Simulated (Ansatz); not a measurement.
## Lattice dynamics of GaP (F-43m)

Task: relax GaP (F-43m), then find its harmonic phonons.

Program: Ansatz 0.2.0. Level of theory: DFT LDA, scalar-relativistic, plane waves, PAW; PAW set soft_1. Results are calculated unless marked as measured.

## (1) The structure

Symmetry: F-43m, No. 216, cubic system. Conventional cell: a = 5.451 Å, b = 5.451 Å, c = 5.451 Å, α = 90.00°, β = 90.00°, γ = 90.00°. Nearest to Ga lie 4 P at 2.36 Å. Nearest to P lie 4 Ga at 2.36 Å. Farther neighbours are not listed.

## (2) Bringing the structure to rest

The cell and atoms are relaxed, since residual forces and stress would shift the frequencies.

input.yaml

```yaml
crystal:
  lattice:
    - [0.0, 2.72525, 2.72525]
    - [2.72525, 0.0, 2.72525]
    - [2.72525, 2.72525, 0.0]
  atoms:
    - { symbol: Ga, position: [0.0, 0.0, 0.0] }
    - { symbol: P, position: [0.25, 0.25, 0.25] }
kpoints:
  mp_grid: { grid: [8, 8, 8] }
hamiltonian:
  xc: lda
  pseudopotentials: { kind: paw, azcp: { folder: soft_1 }, xc_functional: pbe }
scf:
  occupations: { method: gaussian, width: 0.02 }
output:
  forces: true
  stress: true
  eigenvalues: true
  write_density: true
  write_potential: true
  elf: true
  volumetric_format: npy
relax:
  adjacent_minimum: "off"
  f_tol: 0.005
  max_steps: 80
  cell: { stress_tol: 0.05 }
```

Command:

```bash
$ ansatz run input.yaml --threads 4 --pin off --max-ram 10240MiB --backend cpu --events-out ev --progress --plain --runs-dir out
```

Numbers of over 12 decimals in the logs are rounded to 6 here.

The program printed:

```text
Engine: ansatz 0.2.0, aarch64-unknown-linux-gnu
Pseudopotentials: kind: paw
Pseudopotential: Ga, paw, valence charge 13, recommended cutoff 420 eV (normal), soft_1/Ga.paw.azcp
Pseudopotential: P, paw, valence charge 5, recommended cutoff 420 eV (normal), soft_1/P.paw.azcp
Functional definition: SPW92
  exchange = slater_x
  correlation = pw_c
Crystal: 2 atoms, lattice volume = 40.481 Å³
Basis set: ecut = 420 eV, 749 PW (Γ)
Bands: 13, of which v1, the nominal top of the filled ones, is band 9 counted from 1 (8 counted from 0)
Symmetry: 24 space group operations
Space group: F-43m (ITA 216), of the structure as read, at distance tolerance 3.4e-5 Å
k-points: 29 of 512 (time reversal used)
Non-local potential: Ga, projectors of the file, l = 0: 2, l = 1: 2, l = 2: 3, l = 3: 1
Non-local potential: P, projectors of the file, l = 0: 2, l = 1: 2, l = 2: 1
PAW form: soft (Blöchl's): semilocal exchange-correlation on the pseudo side does not see the compensation charge
PAW frozen core: Ga, regenerated for the run's functional, and the local potential with it (the file was generated under x = pbe(κ = 0.804, μ = 0.219515), c = pbe(β = 0.066725))
PAW frozen core: P, regenerated for the run's functional, and the local potential with it (the file was generated under x = pbe(κ = 0.804, μ = 0.219515), c = pbe(β = 0.066725))
PAW one-centre angular grid: Ga, 590 points (default); XC on 64 Gauss nodes
PAW one-centre angular grid: P, 110 points (default); XC on 64 Gauss nodes
Initial density: superposition of atomic densities (chi_scale 0.1, normalization cell, long waves kept (reshape's long-wave potential 0.00 eV rms))
Initial wavefunctions: pseudopotential atomic-orbital guess
Functional: x = slater, c = lda
SCF iter   1: F=—  HF=-4433.942921 eV  |F-HF|=—  |Δ(HF+E_count)|=         —  Δρ=4.35e-2  dr2=6.36e-1  ethr=3.10e-3  ⟨swp⟩=6.3  Hψ=2610  notcnv=0
preconditioner: auto → none  [insulator: Δε(μ)=1.791 eV  Ē_g=15.372 eV  σ=0.020 eV  W_gap=1.00  n_scr=14 (ndim 8)  ℏωp=24.8 eV  f_vac=0.000  D(μ)=0.00/eV (n_scr^D=0)  ε∞_Penn≈3.6]
SCF iter   2: F=—  HF=-4433.776758 eV  |F-HF|=—  |Δ(HF+E_count)|=   1.66e-1  Δρ=1.99e-2  dr2=9.03e-2  ethr=3.10e-3  ⟨swp⟩=2.1  Hψ=747  notcnv=0
SCF iter   3: F=—  HF=-4433.763026 eV  |F-HF|=—  |Δ(HF+E_count)|=   1.37e-2  Δρ=5.15e-3  dr2=1.12e-2  ethr=5.01e-4  ⟨swp⟩=3.1  Hψ=754  notcnv=0
SCF iter   4: F=—  HF=-4433.758811 eV  |F-HF|=—  |Δ(HF+E_count)|=   4.21e-3  Δρ=2.18e-3  dr2=6.87e-4  ethr=6.20e-5  ⟨swp⟩=3.0  Hψ=847  notcnv=0
SCF iter   5: F=—  HF=-4433.758506 eV  |F-HF|=—  |Δ(HF+E_count)|=   3.05e-4  Δρ=5.05e-4  dr2=4.02e-5  ethr=3.82e-6  ⟨swp⟩=2.0  Hψ=720  notcnv=0
SCF iter   6: F=—  HF=-4433.758506 eV  |F-HF|=—  |Δ(HF+E_count)|=   2.20e-7  Δρ=2.82e-5  dr2=1.85e-7  ethr=2.24e-7  ⟨swp⟩=2.5  Hψ=484  notcnv=0
SCF iter   7: F=-4433.758506 eV  HF=-4433.758506 eV  |F-HF|=1.65e-9  |Δ(HF+E_count)|=   8.47e-8  Δρ=5.86e-6  dr2=6.79e-9  ethr=5.56e-10  ⟨swp⟩=10.5  Hψ=2961  notcnv=0
SCF 1 converged in 7 iterations: F = -4433.758506 eV  dr2 = 6.79e-9
  greatest PAW one-centre occupation: 0.994 electrons in one spin orbital (limit 2), on the Ga atom at site 0 (counted from 0), in its partial waves of l = 2
relax step   1: F+E_penalty+E_count = -4433.75850600 eV  Δ(F+E_penalty+E_count) = +0.000e0 eV  max|allowed force component| = 1.272e-16 eV/Å  Δτ_max = 0.0000 Å  P = -2.743 GPa  Ω = 40.481 Å³  (7 SCF iters, dr2 threshold 1.00e-7 eV, accepted)
Crystal: 2 atoms, lattice volume = 39.562 Å³
Initial density: handed on by an earlier stage of this run
Initial wavefunctions: those handed on with the density
iter 1 solved again at ethr=4.46e-6 eV; its pass at ethr=3.10e-3 eV (dr2=8.03e-4 eV) is discarded
SCF iter   1: F=—  HF=-4433.769372 eV  |F-HF|=—  |Δ(HF+E_count)|=         —  Δρ=1.26e-3  dr2=8.98e-4  ethr=4.46e-6  ⟨swp⟩=2.0  Hψ=2865  notcnv=0
preconditioner: auto → none  [insulator: Δε(μ)=1.470 eV  Ē_g=15.589 eV  σ=0.020 eV  W_gap=1.00  n_scr=14 (ndim 8)  ℏωp=25.0 eV  f_vac=0.002  D(μ)=0.00/eV (n_scr^D=0)  ε∞_Penn≈3.6]
SCF iter   2: F=—  HF=-4433.769084 eV  |F-HF|=—  |Δ(HF+E_count)|=   2.88e-4  Δρ=4.54e-4  dr2=8.32e-5  ethr=4.46e-6  ⟨swp⟩=2.0  Hψ=480  notcnv=0
SCF iter   3: F=—  HF=-4433.769068 eV  |F-HF|=—  |Δ(HF+E_count)|=   1.59e-5  Δρ=1.31e-4  dr2=6.40e-6  ethr=4.62e-7  ⟨swp⟩=2.5  Hψ=497  notcnv=0
SCF iter   4: F=—  HF=-4433.769067 eV  |F-HF|=—  |Δ(HF+E_count)|=   9.98e-7  Δρ=4.69e-5  dr2=4.47e-7  ethr=3.56e-8  ⟨swp⟩=2.0  Hψ=638  notcnv=0
SCF iter   5: F=-4433.769067 eV  HF=-4433.769067 eV  |F-HF|=1.04e-8  |Δ(HF+E_count)|=   1.73e-7  Δρ=1.40e-5  dr2=4.69e-8  ethr=1.11e-9  ⟨swp⟩=11.0  Hψ=3064  notcnv=0
SCF 2 converged in 5 iterations: F = -4433.769067 eV  dr2 = 4.69e-8
  Residual-converged pass: ⟨swp⟩=1.0  Hψ=494  notcnv=0  max |occ|·‖R‖ = 7.0e-9 eV (tolerance 1.0e-8 eV)  dr2=4.69e-8  dr2_onsite=1.67e-8  max |Δocc| = 0.0e0
relax step   2: F+E_penalty+E_count = -4433.76906728 eV  Δ(F+E_penalty+E_count) = -1.056e-2 eV  max|allowed force component| = 3.412e-17 eV/Å  Δτ_max = 0.0000 Å  P = -0.860 GPa  Ω = 39.562 Å³  energy of the carried Pulay correction = +1.152e-4 eV  (5 SCF iters, dr2 threshold 2.00e-7 eV, accepted)
Crystal: 2 atoms, lattice volume = 39.156 Å³
iter 1 solved again at ethr=9.49e-7 eV; its pass at ethr=3.10e-3 eV (dr2=1.71e-4 eV) is discarded
SCF iter   1: F=—  HF=-4433.770216 eV  |F-HF|=—  |Δ(HF+E_count)|=         —  Δρ=5.78e-4  dr2=1.87e-4  ethr=9.49e-7  ⟨swp⟩=2.6  Hψ=2768  notcnv=0
preconditioner: auto → none  [insulator: Δε(μ)=1.438 eV  Ē_g=15.633 eV  σ=0.020 eV  W_gap=1.00  n_scr=14 (ndim 8)  ℏωp=25.2 eV  f_vac=0.002  D(μ)=0.00/eV (n_scr^D=0)  ε∞_Penn≈3.6]
SCF iter   2: F=—  HF=-4433.770157 eV  |F-HF|=—  |Δ(HF+E_count)|=   5.89e-5  Δρ=2.09e-4  dr2=1.74e-5  ethr=9.49e-7  ⟨swp⟩=2.0  Hψ=479  notcnv=0
SCF iter   3: F=—  HF=-4433.770154 eV  |F-HF|=—  |Δ(HF+E_count)|=   3.49e-6  Δρ=6.37e-5  dr2=1.52e-6  ethr=9.69e-8  ⟨swp⟩=2.3  Hψ=499  notcnv=0
SCF iter   4: F=-4433.770154 eV  HF=-4433.770154 eV  |F-HF|=1.87e-7  |Δ(HF+E_count)|=   2.59e-7  Δρ=2.50e-5  dr2=1.22e-7  ethr=1.11e-9  ⟨swp⟩=12.2  Hψ=3447  notcnv=0
SCF 3 converged in 4 iterations: F = -4433.770154 eV  dr2 = 1.22e-7
  Residual-converged pass: ⟨swp⟩=1.1  Hψ=495  notcnv=0  max |occ|·‖R‖ = 7.0e-9 eV (tolerance 1.0e-8 eV)  dr2=1.22e-7  dr2_onsite=1.27e-7  max |Δocc| = 0.0e0
relax step   3: F+E_penalty+E_count = -4433.77015352 eV  Δ(F+E_penalty+E_count) = -1.086e-3 eV  max|allowed force component| = 3.007e-17 eV/Å  Δτ_max = 0.0000 Å  P = +0.052 GPa  Ω = 39.156 Å³  energy of the carried Pulay correction = +1.669e-4 eV  (4 SCF iters, dr2 threshold 2.00e-7 eV, accepted)
[...]
relax step   4: F+E_penalty+E_count = -4433.77015442 eV  Δ(F+E_penalty+E_count) = -8.996e-7 eV  max|allowed force component| = 3.643e-17 eV/Å  Δτ_max = 0.0000 Å  P = +0.000 GPa  Ω = 39.178 Å³  energy of the carried Pulay correction = +1.640e-4 eV  (4 SCF iters, dr2 threshold 6.84e-9 eV, accepted)
Initial wavefunctions: pseudopotential atomic-orbital guess (no wavefunctions were taken with the density)
iter 1 solved again at ethr=1.39e-6 eV; its pass at ethr=3.10e-3 eV (dr2=2.51e-4 eV) is discarded
SCF iter   1: F=—  HF=-4433.769989 eV  |F-HF|=—  |Δ(HF+E_count)|=         —  Δρ=3.13e-5  dr2=1.16e-7  ethr=1.39e-6  ⟨swp⟩=2.8  Hψ=3600  notcnv=0
eigensolver tolerance schedule: the retry pair's looser diagonalisation over-reported the residual by 2160.95 of it (diagonalisation noise at 33.01 of the residual, at the tolerance the schedule requests for it); recorded, not acted on — ethr = c·dr2/N_el stays at c = 1.0e-1
SCF iter   2: F=—  HF=-4433.769989 eV  |F-HF|=—  |Δ(HF+E_count)|=   7.98e-7  Δρ=2.54e-5  dr2=1.06e-7  ethr=6.44e-10  ⟨swp⟩=3.4  Hψ=801  notcnv=0
SCF iter   3: F=—  HF=-4433.769989 eV  |F-HF|=—  |Δ(HF+E_count)|=   1.41e-8  Δρ=6.33e-6  dr2=2.06e-8  ethr=5.91e-10  ⟨swp⟩=2.0  Hψ=636  notcnv=0
SCF iter   4: F=—  HF=-4433.769989 eV  |F-HF|=—  |Δ(HF+E_count)|=   2.05e-8  Δρ=8.03e-7  dr2=9.74e-11  ethr=1.14e-10  ⟨swp⟩=2.0  Hψ=638  notcnv=0
SCF iter   5: F=-4433.769989 eV  HF=-4433.769989 eV  |F-HF|=9.09e-13  |Δ(HF+E_count)|=  1.00e-11  Δρ=1.75e-7  dr2=5.34e-12  ethr=1.00e-12  ⟨swp⟩=7.9  Hψ=2213  notcnv=0
SCF 5 converged in 5 iterations: F = -4433.769989 eV  dr2 = 5.34e-12
relax step   5: F+E_penalty+E_count = -4433.76998868 eV  Δ(F+E_penalty+E_count) = +1.657e-4 eV  max|allowed force component| = 4.337e-17 eV/Å  Δτ_max = 0.0000 Å  P = -0.001 GPa  Ω = 39.178 Å³  stress off target by 1.12e-3 GPa  SCF on the basis re-selected at this cell (its energy is not comparable with the rows above)  (5 SCF iters)
basis re-selected at this cell: Δ(F+E_penalty+E_count) = +1.657e-4 eV, ΔP = -0.002 GPa vs the last step (what re-selecting the basis moved, of the pressure what is left beyond the Pulay correction that the steps carried, after the strain that the cell walked since its last selection, with what the two solves' SCF thresholds leave and, on support functions, any second-order correction that the steps lacked; it is no m [...]
SCF converged after 5 iterations
Free energy (F): -4433.769989 eV
Harris-Foulkes:  -4433.769989 eV  (|F-HF|=9.09e-13)
Internal energy: -4433.769989 eV  (E = F + TS)
E sigma→0 (E₀):  -4433.769989 eV
Fermi energy:    7.961660 eV
--- Per-component energies (eV) ---
  E_band       = -58.601951
  E_kinetic    = 182.113096
  E_local      = -1658.795338  (includes V_loc(G=0)·N_el)
  E_nonlocal   = -57.270869
  E_hartree    = 1006.425459
  E_xc         = -135.942082
  E_vxc        = -118.581421  (∫ρ·V_xc dr)
  E_paw        = -2445.114668  (= ΣΔE_a)
  E_vpaw       = -418.918164  (= ΣTr[D̂ρ^β])
  E_aug_tail   = -0.000182  (compensation charges beyond the density's cutoff)
  E_ewald      = -1327.031238
  E_core_change = 1.845833  (= ΣΔE_core)
  E_smearing   = -0.000000  (= −TS)
  E_closure    = 0.000000  (closes the sum)
  Σ components = -4433.769989   (vs F -4433.769989, Δ=0.00e0)
--- Forces (eV/Å), atoms counted from 1 ---
  atom   1  Ga     0.00000000     0.00000000     0.00000000
  atom   2  P     -0.00000000     0.00000000     0.00000000
  max |Σ_I F_I| component: 1.54e-16 eV/Å
--- Stress (GPa, compression-positive) ---
       -0.001125       0.000000       0.000000
        0.000000      -0.001125       0.000000
        0.000000       0.000000      -0.001125
  P = ⅓ Tr σ = -0.0011 GPa (-0.011 kbar)
--- Band table (eV; the first three rows and the last of 29) ---
  k-point 0: bands = [... 5 lower, -5.5218, 7.2465, 7.2465, 7.2465, 9.1264, 11.0243, 11.0243, 11.0243]
  k-point 1: bands = [... 5 lower, -5.3106, 5.5643, 7.0000, 7.0000, 9.7031, 11.3918, 11.3918, 11.6614]
  k-point 2: bands = [... 5 lower, -4.7103, 3.2370, 6.5427, 6.5427, 9.3482, 11.9111, 11.9111, 13.5939]
  k-point 28: bands = [... 5 lower, -2.2607, 0.4620, 3.4688, 3.6118, 11.8454, 12.1517, 13.2438, 13.3036]
--- Relaxed structure (4 steps of the walk, 4 accepted, 1 SCFs on fresh bases) ---
  F+E_penalty+E_count = -4433.76998868 eV   max|allowed force component| = 4.337e-17 eV/Å   (the final SCF, on the basis selected at the relaxed cell)
  cell:  # Å, volume = 39.1785 Å³
    - [0, 2.695706, 2.695706]
    - [2.695706, 0, 2.695706]
    - [2.695706, 2.695706, 0]
  atoms:
    - { symbol: Ga, position: [0, 0, 0] }
    - { symbol: P, position: [0.250000, 0.250000, 0.250000] }
```

Wall time 3.2 s (4 threads of Arm Neoverse V1, shared host); peak memory 0.32 GiB.

Relaxation path:

```
step  energy less that of the first step (eV)  largest force component (eV/Å)  pressure (GPa)  volume (Å³)
   1                                   0.0000                          0.0000           -2.74        40.48
   2                                  -0.0106                          0.0000           -0.86        39.56
   3                                  -0.0116                          0.0000            0.05        39.16
   4                                  -0.0116                          0.0000            0.00        39.18
  5*                                  -0.0115                          0.0000            0.00        39.18
```

Relaxation steps marked * repeat the geometry before them on a plane-wave basis chosen anew for their cell, so energy and pressure can jump there.

Forces are held to the 24 operations that the run works with; a distortion that breaks them can't arise in this run.

```
conventional cell, symmetrised  before  after  change
                         a (Å)   5.451  5.391  -1.1 %
                         b (Å)   5.451  5.391  -1.1 %
                         c (Å)   5.451  5.391  -1.1 %
              volume (Å³/atom)   20.24  19.59  -3.2 %
```

The relaxed structure:

```cif
data_structure
_symmetry_space_group_name_H-M 'P 1'
_symmetry_Int_Tables_number 1
_cell_length_a 3.8123
_cell_length_b 3.8123
_cell_length_c 3.8123
_cell_angle_alpha 60.000
_cell_angle_beta 60.000
_cell_angle_gamma 60.000
_cell_volume 39.18
loop_
_atom_site_label
_atom_site_type_symbol
_atom_site_fract_x
_atom_site_fract_y
_atom_site_fract_z
_atom_site_occupancy
Ga1 Ga 0.00000 0.00000 0.00000 1
P2 P 0.25000 0.25000 0.25000 1
```

This step gave:

```
pressure           : -0.001125 GPa
gap on the k-mesh  : 1.430 eV
volume per atom    : 19.59 Å³
direct gap on mesh : 1.880 eV
```

Electrostatic potential energy in the ac plane of a cell with a along [110], b along [-110] and c along [001] of the cube at fractional y = 0.000, with atoms of Ga and P within 0.2 Å of it. With pseudopotentials it is smooth inside the atoms' cores, unlike the true potential.

Ten even steps from '0' (-42 eV) to '9' (28 eV), each cell a mean:
```
985666665899666666569
655532355566564224656
666300036666651001566
776300036777651001567
776410146777762003677
777654567777766446677
777776777777777667777
777777777777777777777
777777777777777777777
777777777777777777777
677777777766777777776
556777776555677777765
865677765688567777658
985677765999757777579
```
Columns run along a (7.6 Å; values clipped at the 3rd and 97th percentile), rows up along c (5.4 Å), edges of the conventional cell, whose origin can differ from the input's. Atoms in or near the plane, at fractional coordinates: Ga at (0.50, 0.00), Ga at (0.00, 0.00), P at (0.75, 0.75), P at (0.25, 0.75).

ELF in the ac plane of a cell with a along [110], b along [-110] and c along [001] of the cube at fractional y = 0.000, with atoms of Ga and P within 0.2 Å of it. It is the smooth field of the valence electrons, not physical close to the nuclei.

Ten even steps from '0' (0.01) to '9' (0.87), each cell a mean:
```
013788873100258888520
136997996312489889842
358951598433798228963
258820288523785005873
136753576311576447741
014788864100257887520
001467641000025765200
000123210000001221000
000000000000000000000
110000000111000000001
221000001222210000122
222100012222220000222
122211122111222112221
102444442010134444310
```
Columns run along a (7.6 Å), rows up along c (5.4 Å), edges of the conventional cell, whose origin can differ from the input's. Atoms in or near the plane, at fractional coordinates: Ga at (0.50, 0.00), Ga at (0.00, 0.00), P at (0.75, 0.75), P at (0.25, 0.75).

Valence density in the ac plane of a cell with a along [110], b along [-110] and c along [001] of the cube at fractional y = 0.000, with atoms of Ga and P within 0.2 Å of it. It is the smooth field of the valence electrons, not physical close to the nuclei.

Values in e/Å³, 8 rows by 16 columns, each cell a mean:
```
10  1  1  1  1  1  1  6 10  1  1  1  1  1  1  6
 0  0  1  1  0  1  0  0  0  0  1  1  0  1  0  0
 0  0  0  1  0  1  0  0  0  0  0  1  0  1  0  0
 0  0  0  0  0  0  0  0  0  0  0  0  0  0  0  0
 0  0  0  0  0  0  0  0  0  0  0  0  0  0  0  0
 0  0  0  0  0  0  0  0  0  0  0  0  0  0  0  0
 1  0  0  0  0  0  0  0  1  0  0  0  0  0  0  0
19  2  0  0  0  0  1 11 19  2  0  0  0  0  1 11
```
Columns run along a (7.6 Å), rows up along c (5.4 Å), edges of the conventional cell, whose origin can differ from the input's. Atoms in or near the plane, at fractional coordinates: Ga at (0.50, 0.00), Ga at (0.00, 0.00), P at (0.75, 0.75), P at (0.25, 0.75).

In this step the volume went from 20.24 to 19.59 Å³/atom.

## (3) Relaxing to small forces for the phonons, k-mesh 8×8×8

Phonons need a cell at rest on their own settings, so the relaxation is repeated with tight tolerances on forces and stress on the k mesh and occupations of the first response run.

input.yaml, the sections that differ from step 2:

```yaml
crystal:
  lattice:
    - [0.0, 2.6957056715, 2.6957056715]
    - [2.6957056715, 0.0, 2.6957056715]
    - [2.6957056715, 2.6957056715, 0.0]
  atoms:
    - { symbol: Ga, position: [0.0, 0.0, 0.0] }
    - { symbol: P, position: [0.25, 0.25, 0.25] }
scf:
  occupations: { method: fixed }
output:
  forces: true
  stress: true
  eigenvalues: true
relax:
  adjacent_minimum: "off"
  f_tol: 0.001
  max_steps: 60
  cell: { stress_tol: 0.01 }
# kpoints, hamiltonian: as in step 2
```

The program printed:

```text
[...]
Crystal: 2 atoms, lattice volume = 39.178 Å³
Basis set: ecut = 420 eV, 749 PW (Γ)
Bands: 13, of which v1, the nominal top of the filled ones, is band 9 counted from 1 (8 counted from 0)
Symmetry: 24 space group operations
[...]
k-points: 29 of 512 (time reversal used)
[...]
k-point 28: bands = [... 5 lower, -2.2607, 0.4620, 3.4688, 3.6118, 11.8454, 12.1517, 13.2438, 13.3036]
--- Relaxed structure (1 steps of the walk, 1 accepted, 1 SCFs on fresh bases) ---
[...]
cell:  # Å, volume = 39.1785 Å³
    - [0.0, 2.6957056715, 2.6957056715]
    - [2.6957056715, 0.0, 2.6957056715]
    - [2.6957056715, 2.6957056715, 0.0]
  atoms:
    - { symbol: Ga, position: [0.0, 0.0, 0.0] }
    - { symbol: P, position: [0.25, 0.25, 0.25] }
[key lines of the parts left out:]
SCF converged after 6 iterations
Free energy (F): -4433.769989 eV
Fermi energy:    7.246466 eV
P = ⅓ Tr σ = -0.0011 GPa (-0.011 kbar)
```

Elapsed: 1.4 s, on 4 threads; peak memory 0.31 GiB.

Little changed from the start: no atom moved by 0.005 Å and no cell edge by 0.1 %.

This step gave:

| Quantity | Value |
| --- | --- |
| pressure | -0.001119 GPa |

The forces vanish by symmetry and the pressure is -0.001 GPa, within the tolerances set. The cell now holds 19.59 Å³/atom.

## (4) A first phonon run

The phonons are first tried on the mesh that the gap suggested.

Changes to input.yaml since step 3:

```diff
@@ -16,9 +16,7 @@
 output:
-  forces: true
-  stress: true
   eigenvalues: true
-relax:
-  adjacent_minimum: "off"
-  f_tol: 0.001
-  max_steps: 60
-  cell: { stress_tol: 0.01 }
+phonons:
+  method: dfpt
+  dielectric: true
+  rigid_motions: translations
+  raman: true
```

The program printed:

```text
[...]
Crystal: 2 atoms, lattice volume = 39.178 Å³
Basis set: ecut = 420 eV, 749 PW (Γ), exchange–correlation on 54×54×54 points (8 copies of the dense FFT grid, shifted against one another)
Bands: 13, of which v1, the nominal top of the filled ones, is band 9 counted from 1 (8 counted from 0)
Symmetry: 24 space group operations
k-points: 95 of 512 (irreducible under 4 space group operations, time reversal used)
[...]
ω (cm⁻¹)  modes    IR ((D/Å)²/amu)  static Raman (Å⁴/amu)  depolarisation
        365.08      2             9.0131               172.0054           0.750
        395.41      1             4.5065               220.4768           0.750
  optical modes at Γ + LO–TO along q̂ = [0.0000, 0.0000, 1.0000]:
      ω (cm⁻¹)  modes    IR ((D/Å)²/amu)  static Raman (Å⁴/amu)  depolarisation
        365.08      2             9.0131               172.0054           0.750
        395.41      1             4.5065               220.4768           0.750
[key lines of the parts left out:]
SCF converged after 8 iterations
Free energy (F): -4433.769989 eV
Fermi energy:    7.246465 eV
```

Run time: 64 s. Hardware: 4 threads; peak memory 0.81 GiB.

This step gave:

* sum-rule residual before enforcement: 1.16e-4 eV/Å²
* miss of the charge sum rule: 8.54e-5 e
* estimated error of the dielectric tensor: 0.02921
* estimated error of the Born charges: 0.01356 e
* point group: -43m
* highest optical mode at the zone centre (no LO-TO term): 365.1 cm⁻¹
* lowest optical zone-centre mode: 365.1 cm⁻¹
* mean high-frequency dielectric constant: 10.64
* largest Born charge (third of the trace): 2.047 e
* mean static dielectric constant: 12.48
* top of the zone-centre spectrum with the field: 395.4 cm⁻¹

The highest optical mode at Γ without the field comes at 365.1 cm⁻¹, but the log warns of the mesh: “the force constants stand on the 8×8×8 k-mesh, whose period is 10.77 times the interband length at k = (0.0000, 0.0000, 0.0000), direct gap 1.880 eV, under 14: take them and everything formed from them as unconverged”.

(Continued in part 2 of 3.)

[Logs are printed without paths, hosts, clocks, repeated set-up lines and the standing remarks that a program may print on its own settings, such as how far it seeks lower states.]

[Hosts, paths, dates, database ids (printed as entryN), source tags and the programs' standing remarks are cut or masked in the printed files.]
